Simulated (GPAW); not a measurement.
# Ballistic transport through BN in line between two Zr chains, cheap and dear

Wanted: the zero-bias transmission of BN in line between two Zr chains on a ladder of levels, with run times.

Main program and level: GPAW 26.7.0; GPAW LCAO, PAW setups; Landauer transmission from Green's functions with principal layers (ASE), zero bias.

**1. The structure**

The cell holds 14 atoms: 12 Zr, 1 B and 1 N. Its edges and angles: a = 9.000 Å, b = 9.000 Å, c = 33.697 Å, α = 90.0°, β = 90.0°, γ = 90.0°. Regions: left lead, 6 atoms (6 Zr); channel, 2 atoms (1 B and 1 N); right lead, 6 atoms (6 Zr). Vacuum lies along a and b. The structure is stacked along c, and the current runs across the ab planes.

**2. GPAW, dzp**

The script solves lead and junction separately, takes H and S in the orbital basis, and joins semi-infinite leads through their self-energies; the dzp basis is the working standard.

Input file run.py:

```python
import json
import numpy as np
from ase import Atoms
from ase.transport.calculators import TransportCalculator
from gpaw import GPAW, FermiDirac
from gpaw.lcao.tools import get_lcao_hamiltonian
from scipy.linalg import eigh

# The junction with lead layers at both ends, along the third cell vector
device = Atoms(
    ['Zr', 'Zr', 'Zr', 'Zr', 'Zr', 'Zr', 'B', 'N', 'Zr', 'Zr', 'Zr', 'Zr', 'Zr', 'Zr'],
    positions=[
        [4.50000, 4.50000, 1.30000],
        [4.50000, 4.50000, 3.90000],
        [4.50000, 4.50000, 6.50000],
        [4.50000, 4.50000, 9.10000],
        [4.50000, 4.50000, 11.70000],
        [4.50000, 4.50000, 14.30000],
        [4.50000, 4.50000, 16.31110],
        [4.50000, 4.50000, 17.59110],
        [4.50000, 4.50000, 19.39720],
        [4.50000, 4.50000, 21.99720],
        [4.50000, 4.50000, 24.59720],
        [4.50000, 4.50000, 27.19720],
        [4.50000, 4.50000, 29.79720],
        [4.50000, 4.50000, 32.39720]],
    cell=[[9.0, 0.0, 0.0], [0.0, 9.0, 0.0], [0.0, 0.0, 33.6972]],
    pbc=True)

# One principal layer of the lead: the first 4 atoms of the device
lead = Atoms(
    ['Zr', 'Zr', 'Zr', 'Zr'],
    positions=[
        [4.50000, 4.50000, 1.30000],
        [4.50000, 4.50000, 3.90000],
        [4.50000, 4.50000, 6.50000],
        [4.50000, 4.50000, 9.10000]],
    cell=[[9.0, 0.0, 0.0], [0.0, 9.0, 0.0], [0.0, 0.0, 10.4]],
    pbc=True)

settings = dict(mode='lcao', basis='dzp', xc='PBE', h=0.18,
                occupations=FermiDirac(0.1), maxiter=250,
                mixer=dict(beta=0.1, nmaxold=8, weight=100.0),
                convergence=dict(density=0.0001))
energies = np.arange(-2, 2 + 1e-9, 0.05)
eta = 0.0001
n1, n2 = 1, 1
# k and -k transmit alike, so half of the mesh across the current serves
mesh = [(i, j) for i in range(n1) for j in range(n2) if (i, j) <= (-i % n1, -j % n2)]
weights = np.array([1 if (i, j) == (-i % n1, -j % n2) else 2 for i, j in mesh]) / (n1 * n2)

# [... helper functions left out ...]
fermi_lead = ground_state(lead, (1, 1, 11), 'lead.txt')
fermi_device = ground_state(device, (1, 1, 3), 'device.txt')
# [... loop over the mesh left out, but for ...]
        # Shift the lead onto the potential of the device's first layer
        shift = ((H[:, 0, 0] - H0[:, 0, 0]) / S0[0, 0]).real.mean()
# [...]
kT = 8.617333e-5 * 77
bias = [0.1, 0.2, 0.5, 1.0, 1.5, 2.0]
# [... integrals and printing left out ...]
```

On the command line:

```sh
> OMP_NUM_THREADS=1 OPENBLAS_NUM_THREADS=1 python run.py
```

What it wrote:

```text
basis functions: device 374, principal layer 116
Fermi level: lead -1.7895 eV, device -1.8821 eV; lead shifted by 0.0003 eV
largest coupling past the next layer 1.05e-05 eV, largest misfit of the first layer 0.085 eV
  E-E_F (eV)   T (one spin)  [channel counts left out]
    -2.000    2.9421e-02
    -1.950    3.1039e-02
    -1.900    3.2542e-02
    -1.850    3.3879e-02
    -1.800    3.4983e-02
    -1.750    3.5863e-02
    -1.700    3.6206e-02
    -1.650    3.6152e-02
    -1.600    3.5562e-02
    -1.550    1.7166e-01
    -1.500    3.7920e-01
    -1.450    5.1269e-01
    -1.400    6.3685e-01
    -1.350    7.5525e-01
    -1.300    8.6068e-01
    -1.250    9.4644e-01
[...]
1.650    5.6498e-02
     1.700    5.6188e-02
     1.750    5.5726e-02
     1.800    5.5101e-02
     1.850    5.4306e-02
     1.900    5.3356e-02
     1.950    5.2209e-02
     2.000    5.0849e-02
conductance at 77 K: 1.5021 G0 a cell; thermopower -0.3291 uV/K
current from the zero-bias T(E) at 0.1 V: 11.632 uA
current from the zero-bias T(E) at 0.2 V: 23.234 uA
current from the zero-bias T(E) at 0.5 V: 57.546 uA
current from the zero-bias T(E) at 1.0 V: 111.89 uA
current from the zero-bias T(E) at 1.5 V: 162.81 uA
current from the zero-bias T(E) at 2.0 V: 210.34 uA
```

Wall time 4.6 min (1 thread of Arm Neoverse V1, shared host); peak memory 1.9 GiB.

Numbers from this step:

* conductance: 1.502 G₀
* largest coupling past the next principal layer: 1.05e-5 eV
* largest misfit of the first principal layer: 0.08546 eV
* shift that aligns the lead: 2.69e-4 eV
* basis functions of the junction: 374
* basis functions of a principal layer: 116
* transmission at the Fermi level (one spin): 1.502

One spin. The transmission, zone mean by energy, zero at the Fermi level:

energy (eV), transmission, zone mean and a bar:
```
    -2.00       0.03 
    -1.85       0.03 
    -1.70       0.04 
    -1.60       0.04 
    -1.45       0.51 ##########
    -1.30       0.86 #################
    -1.15       1.05 ####################
    -1.05       1.09 #####################
    -0.90       1.09 #####################
    -0.75       1.08 #####################
    -0.60       1.12 ######################
    -0.50       1.18 #######################
    -0.35       1.30 #########################
    -0.20       1.41 ############################
    -0.05       1.49 #############################
     0.00       1.50 #############################
     0.05       1.51 ##############################
     0.20       1.53 ##############################
     0.35       1.52 ##############################
     0.50       1.52 ##############################
     0.60       1.52 ##############################
     0.75       1.48 #############################
     0.90       1.35 ###########################
     1.05       1.05 ####################
     1.15       0.06 #
     1.30       0.06 #
     1.45       0.06 #
     1.60       0.06 #
     1.70       0.06 #
     1.85       0.05 
     2.00       0.05
```

Not self-consistent under bias; the bias window is split evenly. Current through one cell, from the zero-bias transmission against bias:

```csv
bias (V),"current through one cell, from the zero-bias transmission (μA)"
0.100,11.6
0.200,23.2
0.500,57.5
1.000,112
1.500,163
2.000,210
```

The transmission of the three most open eigenchannels by energy, zero at the Fermi level:

```csv
energy (eV),channel 1,channel 2,channel 3
-2.00,0.0294,9.0e-10,1.8e-12
-1.85,0.0339,8.8e-10,1.8e-12
-1.70,0.0362,8.5e-10,1.9e-12
-1.60,0.0356,1.1e-9,1.1e-9
-1.45,0.241,0.241,0.0302
-1.30,0.420,0.420,0.0200
-1.15,0.522,0.522,0.00826
-1.05,0.542,0.542,0.00179
-0.90,0.535,0.535,0.0215
-0.75,0.526,0.526,0.0280
-0.60,0.543,0.543,0.0340
-0.50,0.572,0.572,0.0375
-0.35,0.628,0.628,0.0417
-0.20,0.682,0.682,0.0442
-0.05,0.719,0.719,0.0451
0.00,0.726,0.726,0.0451
0.05,0.731,0.731,0.0450
0.20,0.738,0.738,0.0443
0.35,0.737,0.737,0.0433
0.50,0.735,0.735,0.0427
0.60,0.732,0.732,0.0426
0.75,0.714,0.714,0.0428
0.90,0.650,0.650,0.0434
1.05,0.496,0.496,0.0443
1.15,0.0450,0.00912,5.0e-4
1.30,0.0458,0.00953,3.4e-4
1.45,0.0464,0.00986,1.8e-4
1.60,0.0464,0.0101,1.0e-4
1.70,0.0460,0.0101,6.7e-5
1.85,0.0446,0.00975,2.6e-6
2.00,0.0419,0.00891,4.6e-10
```

Couplings past the next layer reach 1.1e-5 eV, small enough to drop; the matrix elements of the cell's first layer differ from the bulk lead's by up to 0.085 eV. That layer keeps its own values in the calculation, and only beyond it is the lead taken as perfect. The Fermi levels of lead and junction count from different zeros of potential, one for each periodic cell; with both set to zero, the small remaining shift is what aligns them. By hand: G = 1.502 × 77.48 μS = 116 μS, a resistance of 8.59 kΩ; at 0.1 V a linear junction would pass 11.6 μA, and the integral over the bias window gives 11.6 μA.

**3. Single-zeta polarised basis**

The second zeta is dropped, the polarisation orbitals stay.

Edit run.py of step 2 so:

```diff
@@ -40,3 +40,3 @@
 
-settings = dict(mode='lcao', basis='dzp', xc='PBE', h=0.18,
+settings = dict(mode='lcao', basis='szp(dzp)', xc='PBE', h=0.18,
                 occupations=FermiDirac(0.1), maxiter=250,
```

What it wrote:

```text
basis functions: device 210, principal layer 64
Fermi level: lead -1.7148 eV, device -1.8359 eV; lead shifted by 0.0016 eV
largest coupling past the next layer 1.05e-05 eV, largest misfit of the first layer 0.103 eV
  E-E_F (eV)   T (one spin)  [channel counts left out]
    -2.000    2.6141e-02
    -1.950    2.7550e-02
    -1.900    2.8843e-02
    -1.850    2.9977e-02
    -1.800    3.0900e-02
    -1.750    3.1555e-02
    -1.700    3.1865e-02
    -1.650    3.1774e-02
    -1.600    3.1224e-02
    -1.550    2.8092e-01
    -1.500    4.6312e-01
    -1.450    6.0416e-01
    -1.400    7.3474e-01
    -1.350    8.5270e-01
    -1.300    9.5119e-01
    -1.250    1.0264e+00
[...]
1.650    4.0766e-02
     1.700    4.0341e-02
     1.750    3.9827e-02
     1.800    3.9222e-02
     1.850    3.8556e-02
     1.900    3.7804e-02
     1.950    3.6940e-02
     2.000    3.5959e-02
conductance at 77 K: 1.5331 G0 a cell; thermopower -0.3198 uV/K
current from the zero-bias T(E) at 0.1 V: 11.872 uA
current from the zero-bias T(E) at 0.2 V: 23.715 uA
current from the zero-bias T(E) at 0.5 V: 58.764 uA
current from the zero-bias T(E) at 1.0 V: 114.36 uA
current from the zero-bias T(E) at 1.5 V: 166.34 uA
current from the zero-bias T(E) at 2.0 V: 214.62 uA
```

Wall time 3.4 min (1 thread); peak memory 1.9 GiB.

This step gave:

- conductance: 1.533 G₀
- largest misfit of the first principal layer: 0.1029 eV
- shift that aligns the lead: 0.001618 eV
- basis functions of the junction: 210
- basis functions of a principal layer: 64
- transmission at the Fermi level (one spin): 1.534

One spin. Table of transmission, zone mean by energy, zero at the Fermi level:

```csv
energy (eV),"transmission, zone mean"
-2.00,0.0261
-1.85,0.0300
-1.70,0.0319
-1.60,0.0312
-1.45,0.604
-1.30,0.951
-1.15,1.11
-1.05,1.13
-0.90,1.12
-0.75,1.11
-0.60,1.16
-0.50,1.22
-0.35,1.34
-0.20,1.44
-0.05,1.52
0.00,1.53
0.05,1.54
0.20,1.56
0.35,1.56
0.50,1.55
0.60,1.54
0.75,1.49
0.90,1.35
1.05,1.09
1.15,0.0424
1.30,0.0422
1.45,0.0418
1.60,0.0411
1.70,0.0403
1.85,0.0386
2.00,0.0360
```

Not self-consistent under bias; the bias window is split evenly. Table of current through one cell, from the zero-bias transmission by bias:

```csv
bias (V),"current through one cell, from the zero-bias transmission (μA)"
0.100,11.9
0.200,23.7
0.500,58.8
1.000,114
1.500,166
2.000,215
```

Table of transmission of the three most open eigenchannels by energy, zero at the Fermi level:

```csv
energy (eV),channel 1,channel 2,channel 3
-2.00,0.0261,1.3e-9,0
-1.85,0.0300,1.3e-9,0
-1.70,0.0319,1.2e-9,3.2e-12
-1.60,0.0312,1.2e-8,1.2e-8
-1.45,0.289,0.289,0.0266
-1.30,0.467,0.467,0.0180
-1.15,0.551,0.551,0.00831
-1.05,0.564,0.564,0.00275
-0.90,0.551,0.551,0.0201
-0.75,0.543,0.543,0.0254
-0.60,0.563,0.563,0.0305
-0.50,0.592,0.592,0.0336
-0.35,0.648,0.648,0.0373
-0.20,0.701,0.701,0.0395
-0.05,0.737,0.737,0.0403
0.00,0.745,0.745,0.0403
0.05,0.750,0.750,0.0402
0.20,0.757,0.757,0.0393
0.35,0.756,0.756,0.0381
0.50,0.753,0.753,0.0371
0.60,0.748,0.748,0.0365
0.75,0.726,0.726,0.0360
0.90,0.656,0.656,0.0358
1.05,0.522,0.522,0.0358
1.15,0.0358,0.00578,3.9e-4
1.30,0.0358,0.00589,2.6e-4
1.45,0.0356,0.00591,1.5e-4
1.60,0.0351,0.00583,9.4e-5
1.70,0.0345,0.00570,5.9e-5
1.85,0.0332,0.00533,1.2e-9
2.00,0.0313,0.00465,1.2e-9
```

The conductance, 1.53 G₀, lies 2.1 % above that of the dzp run.

**4. Minimal basis**

The minimal basis is the cheapest rung: no second zeta and no polarisation.

Edit run.py of step 3 so:

```diff
@@ -40,3 +40,3 @@
 
-settings = dict(mode='lcao', basis='szp(dzp)', xc='PBE', h=0.18,
+settings = dict(mode='lcao', basis='sz(dzp)', xc='PBE', h=0.18,
                 occupations=FermiDirac(0.1), maxiter=250,
```

What it wrote:

```text
basis functions: device 164, principal layer 52
Fermi level: lead -1.5756 eV, device -1.7268 eV; lead shifted by 0.0005 eV
largest coupling past the next layer 1.05e-05 eV, largest misfit of the first layer 0.101 eV
  E-E_F (eV)   T (one spin)  [channel counts left out]
    -2.000    2.6551e-02
    -1.950    2.7846e-02
    -1.900    2.8972e-02
[...]
1.950    3.4007e-02
     2.000    3.2998e-02
conductance at 77 K: 1.565 G0 a cell; thermopower -0.2915 uV/K
current from the zero-bias T(E) at 0.1 V: 12.12 uA
current from the zero-bias T(E) at 0.2 V: 24.207 uA
current from the zero-bias T(E) at 0.5 V: 59.966 uA
current from the zero-bias T(E) at 1.0 V: 116.57 uA
current from the zero-bias T(E) at 1.5 V: 169.08 uA
current from the zero-bias T(E) at 2.0 V: 216.35 uA
```

Elapsed: 2.2 min, on 1 thread; peak memory 1.8 GiB.

This step gave:

```
conductance                                 : 1.565 G₀
largest misfit of the first principal layer : 0.1010 eV
shift that aligns the lead                  : 4.93e-4 eV
basis functions of the junction             : 164
basis functions of a principal layer        : 52
transmission at the Fermi level (one spin)  : 1.565
```

The conductance, 1.57 G₀, lies 4.2 % above that of the dzp run.

**5. RPBE in the dzp basis: xc = "RPBE"**

Back in the dzp basis, the functional changes from PBE to RPBE, to set the spread between functionals beside that between bases.

Edit run.py of step 4 so:

```diff
@@ -40,3 +40,3 @@
 
-settings = dict(mode='lcao', basis='sz(dzp)', xc='PBE', h=0.18,
+settings = dict(mode='lcao', basis='dzp', xc='RPBE', h=0.18,
                 occupations=FermiDirac(0.1), maxiter=250,
```

What it wrote:

```text
basis functions: device 374, principal layer 116
Fermi level: lead -1.7002 eV, device -1.7859 eV; lead shifted by -0.0015 eV
largest coupling past the next layer 1.14e-05 eV, largest misfit of the first layer 0.096 eV
  E-E_F (eV)   T (one spin)  [channel counts left out]
    -2.000    3.0278e-02
    -1.950    3.1949e-02
    -1.900    3.3515e-02
[...]
1.950    6.0663e-02
     2.000    5.9509e-02
conductance at 77 K: 1.4926 G0 a cell; thermopower -0.2549 uV/K
current from the zero-bias T(E) at 0.1 V: 11.558 uA
current from the zero-bias T(E) at 0.2 V: 23.086 uA
current from the zero-bias T(E) at 0.5 V: 57.179 uA
current from the zero-bias T(E) at 1.0 V: 111.11 uA
current from the zero-bias T(E) at 1.5 V: 161.42 uA
current from the zero-bias T(E) at 2.0 V: 208.17 uA
```

Elapsed: 4.5 min, on 1 thread; peak memory 1.9 GiB.

This step gave:

| Property | Result |
| --- | --- |
| conductance | 1.493 G₀ |
| largest coupling past the next principal layer | 1.14e-5 eV |
| largest misfit of the first principal layer | 0.09556 eV |
| shift that aligns the lead | -0.001485 eV |
| basis functions of the junction | 374 |
| basis functions of a principal layer | 116 |
| transmission at the Fermi level (one spin) | 1.493 |

One spin. The transmission, zone mean by energy, zero at the Fermi level:

```csv
energy (eV),"transmission, zone mean"
-2.000,0.0303
-1.800,0.0361
-1.600,0.0386
-1.400,0.746
-1.200,1.06
-1.000,1.12
-0.800,1.07
-0.600,1.12
-0.400,1.27
-0.200,1.41
0.000,1.49
0.150,1.51
0.200,1.51
0.400,1.50
0.600,1.49
0.800,1.42
1.000,1.13
1.200,0.0601
1.400,0.0621
1.600,0.0633
1.800,0.0628
2.000,0.0595
```

The conductance, 1.49 G₀, lies 0.6 % below that of the dzp run.

**6. The ladder**

Times are for 1 thread of Arm Neoverse V1, shared host. The runs compared:

```csv
no.,run,conductance (G₀),time,memory (GiB)
1,dzp,1.502,4.6 min,1.9
2,szp,1.533,3.4 min,1.9
3,sz,1.565,2.2 min,1.8
4,dzp RPBE,1.493,4.5 min,1.9
```

**7. Comparison**

The curves are compared point by point over the common energies.

This step: comparison of transmission and cost over codes and levels (GPAW 26.7.0).

Ladder, by row:

```csv
step,code,T at the Fermi level (sum over the listed spins),conductance (G0),r.m.s. T(E) from the first,wall time (s),peak memory (GiB),threads
dzp,GPAW,1.502,1.502,0,275.2,1.95,1
szp,GPAW,1.534,1.533,0.04216,205.3,1.87,1
sz,GPAW,1.565,1.565,0.1633,133.7,1.78,1
dzp-RPBE,GPAW,1.493,1.493,0.03863,268.3,1.95,1
```

Table of transmission, zone mean, sum over the listed spins by energy, zero at the Fermi level:

```csv
energy (eV),dzp,szp,sz,dzp-RPBE
-2.00,0.0294,0.0261,0.0266,0.0303
-1.85,0.0339,0.0300,0.0299,0.0349
-1.70,0.0362,0.0319,0.0306,0.0376
-1.50,0.379,0.463,0.570,0.494
-1.35,0.755,0.853,0.962,0.854
-1.20,1.01,1.08,1.17,1.06
-1.05,1.09,1.13,1.19,1.10
-0.90,1.09,1.12,1.15,1.09
-0.70,1.09,1.12,1.13,1.08
-0.55,1.15,1.19,1.20,1.15
-0.40,1.26,1.30,1.32,1.27
-0.25,1.38,1.41,1.44,1.38
-0.10,1.47,1.50,1.53,1.46
0.00,1.50,1.53,1.57,1.49
0.10,1.52,1.55,1.58,1.51
0.20,1.53,1.56,1.59,1.51
0.25,1.53,1.56,1.59,1.51
0.40,1.52,1.55,1.58,1.50
0.55,1.52,1.54,1.56,1.49
0.70,1.50,1.52,1.52,1.47
0.90,1.35,1.35,1.28,1.32
1.05,1.05,1.09,0.0389,0.986
1.20,0.0555,0.0423,0.0391,0.0601
1.35,0.0563,0.0421,0.0391,0.0616
1.50,0.0567,0.0416,0.0388,0.0628
1.70,0.0562,0.0403,0.0376,0.0633
1.85,0.0543,0.0386,0.0357,0.0623
2.00,0.0508,0.0360,0.0330,0.0595
```

**8. A second varied run**

A last run, with other settings again.

This step: GPAW LCAO, PAW setups; Landauer transmission from Green's functions with principal layers (ASE), zero bias (GPAW 26.7.0).

Edit run.py of step 5 so:

```diff
@@ -37,7 +37,7 @@
         [4.50000, 4.50000, 9.10000]],
-    cell=[[9.0, 0.0, 0.0], [0.0, 9.0, 0.0], [0.0, 0.0, 10.4]],
+    cell=[[9.0, 0.0, 0.0], [0.0, 9.0, 0.0], [0.0, 0.0, 11.96]],
     pbc=True)
 
-settings = dict(mode='lcao', basis='dzp', xc='RPBE', h=0.18,
-                occupations=FermiDirac(0.1), maxiter=250,
+settings = dict(mode='lcao', basis='dzp', xc='PBE', h=0.18,
+                occupations=FermiDirac(0.1), maxiter=75,
                 mixer=dict(beta=0.1, nmaxold=8, weight=100.0),
```

What it wrote:

```text
basis functions: device 374, principal layer 116
Fermi level: lead -1.9385 eV, device -1.8821 eV; lead shifted by 0.5855 eV
largest coupling past the next layer 2.81e-15 eV, largest misfit of the first layer 4.697 eV
  E-E_F (eV)   T (one spin)  [channel counts left out]
    -2.000    6.0193e-11
    -1.950    5.7734e-11
    -1.900    6.8235e-11
    -1.850    9.8957e-11
    -1.800    1.8060e-10
    -1.750    4.4367e-10
    -1.700    1.7158e-09
    -1.650    1.6296e-08
    -1.600    1.0981e-05
    -1.550    2.5802e-01
    -1.500    1.3499e-01
    -1.450    7.3427e-02
    -1.400    5.1717e-02
    -1.350    4.5686e-02
    -1.300    4.6505e-02
    -1.250    7.1546e-09
[...]
1.650   -4.9031e-10
     1.700   -7.7251e-10
     1.750    2.1340e-11
     1.800    3.5203e-02
     1.850    4.8540e-01
     1.900    4.7781e-01
     1.950    8.4090e-02
     2.000    9.5581e-03
conductance at 77 K: 4.1719e-07 G0 a cell; thermopower -298.5 uV/K
current from the zero-bias T(E) at 0.1 V: 0.00011487 uA
current from the zero-bias T(E) at 0.2 V: 0.029611 uA
current from the zero-bias T(E) at 0.5 V: 4.8757 uA
current from the zero-bias T(E) at 1.0 V: 18.564 uA
current from the zero-bias T(E) at 1.5 V: 18.606 uA
current from the zero-bias T(E) at 2.0 V: 18.65 uA
```

Run time: 4.8 min. Hardware: 1 thread; peak memory 2 GiB.

The run finished. A setting was moved off its sound value on purpose, so it serves as a test and not as the result.

The fault put into the input: a lead period that doesn't match its atoms (period = 11.96).

Side by side:

```csv
quantity,this run,sound run,difference
conductance (G₀),4.172e-7,1.5021,-1.50
largest coupling past the next principal layer (eV),2.809e-15,1.053e-5,-1.1e-5
largest misfit of the first principal layer (eV),4.6972,0.085456,4.61
shift that aligns the lead (eV),0.58552,2.687e-4,0.585
transmission at the Fermi level (one spin),2.008e-8,1.5025,-1.50
```

The two runs differ clearly in the transmission at the Fermi level (one spin): 2.0e-8 against 1.50.

**9. What came out**

```yaml
conductance: 1.50 G₀
transmission_at_the_fermi_level_mean_of_the_spins: 1.50
```

In words: In the dzp basis the junction conducts 1.50 G₀ at 77 K, with T = 1.50 a spin at the Fermi level; the sz basis reaches that conductance within 10 %. At the Fermi level the three most open eigenchannels pass 0.73, 0.73 and 0.045. Measured against the first run (dzp), the nearest curve is that of dzp-RPBE (r.m.s. 0.039) and the farthest that of sz (0.16). Over the compared runs wall time goes from 134 s (sz) to 275 s (dzp), on a shared host. The geometry was built from estimated bond lengths and not relaxed, so the numbers describe this model structure. The run had no spin polarisation, so a magnetic state, which chains and small molecules with open shells often have, wasn't tested. An evenly spaced straight chain is an idealisation: free chains tend to dimerise, zigzag or, where a band edge lies near the Fermi level, turn magnetic. The currents use the zero-bias T(E) throughout, which holds only while the bias is small against the distance to the nearest feature. The thermopower isn't quoted: it samples T(E) farther from the Fermi level than the conductance does, and the energy grid wasn't tested for it.

[Logs are printed without paths, hosts, clocks, repeated set-up lines and the standing remarks that a program may print on its own settings, such as how far it seeks lower states.]

[Hosts, paths, dates, database ids (printed as entryN), source tags and the programs' standing remarks are cut or masked in the printed files.]
